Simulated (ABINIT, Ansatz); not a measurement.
Computed results, one entry a study.

```
! title: Quasiparticle gap of AlBO3 (R-3c) in ABINIT
! method: RPA screening on PBEsol, plane waves, norm-conserving pseudopotentials (and 2 further levels or steps)
! program: ABINIT 10.8.3
! settings: cutoff 36 Ha, PseudoDojo scalar-relativistic 0.4.1 standard, norm-conserving, ngkpt (4, 4, 4), nband 259, ecuteps 8 Ha, inclvkb 2, shiftk (0, 0, 0), symchi 1, awtr 1, frequency ppm, 4×4×4 k-mesh
! cost: 5 runs, 20 min in all on 8 MPI ranks of Arm Neoverse V1, shared host
! notes: The program’s warnings: nkpt*nsppol () is not a multiple of nproc spkpt (). The cell and positions come from the Crystallography Open Database and are kept as given unless a step says otherwise.
! PBEsol gap: 5.83 eV, indirect
! G0W0 gap on the mesh: 8.47 eV
! GW settings: 4×4×4 mesh, 259 bands, screening to 217.7 eV, Godby-Needs plasmon pole
! known limits: short of the basis limit
CELL_PARAMETERS angstrom
2.23190 1.28859 4.58167
-2.23190 1.28859 4.58167
0.00000 -2.57718 4.58167
ATOMIC_POSITIONS crystal
Al 0.00000 0.00000 0.00000
Al 0.50000 0.50000 0.50000
B 0.25000 0.25000 0.25000
B 0.75000 0.75000 0.75000
O 0.94098 0.55902 0.25000
O 0.25000 0.94098 0.55902
O 0.55902 0.25000 0.94098
O 0.05902 0.44098 0.75000
O 0.75000 0.05902 0.44098
O 0.44098 0.75000 0.05902
```

[Long decimals in the printed logs are rounded to 6 places.]

[Logs are printed without paths, hosts, clocks, repeated set-up lines and the standing remarks that a program may print on its own settings, such as how far it seeks lower states.]

[Paths, hosts, dates, memory and timing lines, banners, echoed tables and standing remarks are left out of the program output; an Ansatz launch command may be rebuilt from the run's recorded settings. Measured values are a selection of at most five: reports struck by readers or far from the other reports are left out. None is set beside runs whose start may be inverted or whose files or cutoffs have a known fault.]

[Runs of the session that timed out or met a known fault of the program may be left out.]

[Hosts, paths, dates, database ids (printed as entryN), source tags and the programs' standing remarks are cut or masked in the printed files.]

[G0W0 gaps are taken among the corrected bands and points alone; a level outside them can change the order at an edge.]

[Where Ansatz stands beside ABINIT at settings called matched, ABINIT's density can come from a denser mesh and the files from another edition; pairs whose starting gaps differed by over 0.03 eV were left out, so agreement reads better than it is.]
